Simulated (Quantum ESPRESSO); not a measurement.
# Calculated records

V3Sb2: parallel and opposed starts. It takes space group R-3m (No. 166, trigonal). Conventional cell: a = 5.505 Å, b = 5.505 Å, c = 20.327 Å, α = 90.00°, β = 90.00°, γ = 120.00°. Nearest to V lie 6 V at 2.62 to 2.89 Å and 5 Sb at 2.75 to 2.83 Å. Sb has 9 V at 2.75 to 2.83 Å nearest. Nearest to Sb lie 6 V at 2.75 to 2.77 Å. Farther neighbours are not listed. The calculation used LDA; plane waves with GBRV 1.5 LDA potentials, no spin-orbit coupling (and 1 further level or step) in Quantum ESPRESSO 7.5, with GBRV 1.5 LDA, potential files Sb: sb_lda_v1.4.uspp.F.UPF, V: v_lda_v1.4.uspp.F.UPF, cutoff 544.23 eV, 6×6×6 k-mesh, 90 bands, fermi-dirac occupations, smearing width 0.1 eV, collinear spin, SCF threshold 2.00e-8, mesh matched on, starting moments 1.5 1.5 1.5 1.5 1.5 1.5 0 0 0 0 μB in one of its runs. The lowest state found is non-magnetic (from ferro ++++++, antiferro ++--+- and antiferro +++---) and the largest site moment is 0 μB. It took 3 runs, 27 min in all on 4 MPI ranks of Intel Xeon 6975P-C (Granite Rapids), shared host (the runs of this entry). The lowest state carries no moment, and no start kept one. This is the lowest of 3 collinear or spinless starts, no proof of the ground state.

```
CELL_PARAMETERS angstrom
2.75254 1.58918 6.77575
-2.75254 1.58918 6.77575
0.00000 -3.17836 6.77575
ATOMIC_POSITIONS crystal
V 0.60284 0.12748 0.60284
V 0.60284 0.60284 0.12748
V 0.12748 0.60284 0.60284
V 0.87252 0.39716 0.39716
V 0.39716 0.87252 0.39716
V 0.39716 0.39716 0.87252
Sb 0.10975 0.10975 0.10975
Sb 0.89025 0.89025 0.89025
Sb 0.33112 0.33112 0.33112
Sb 0.66888 0.66888 0.66888
```

[Logs and program files are shortened in this print: banners, set-up blocks, solver, clock and traceback lines can be left out without a mark of their own.]

[Logs are printed without paths, hosts, clocks, repeated set-up lines and the standing remarks that a program may print on its own settings, such as how far it seeks lower states.]

[Hosts, paths, dates, database ids (printed as entryN), source tags and the programs' standing remarks are cut or masked in the printed files.]

[Where a cell is said to come from a database of computed structures, the database is the Materials Project.]
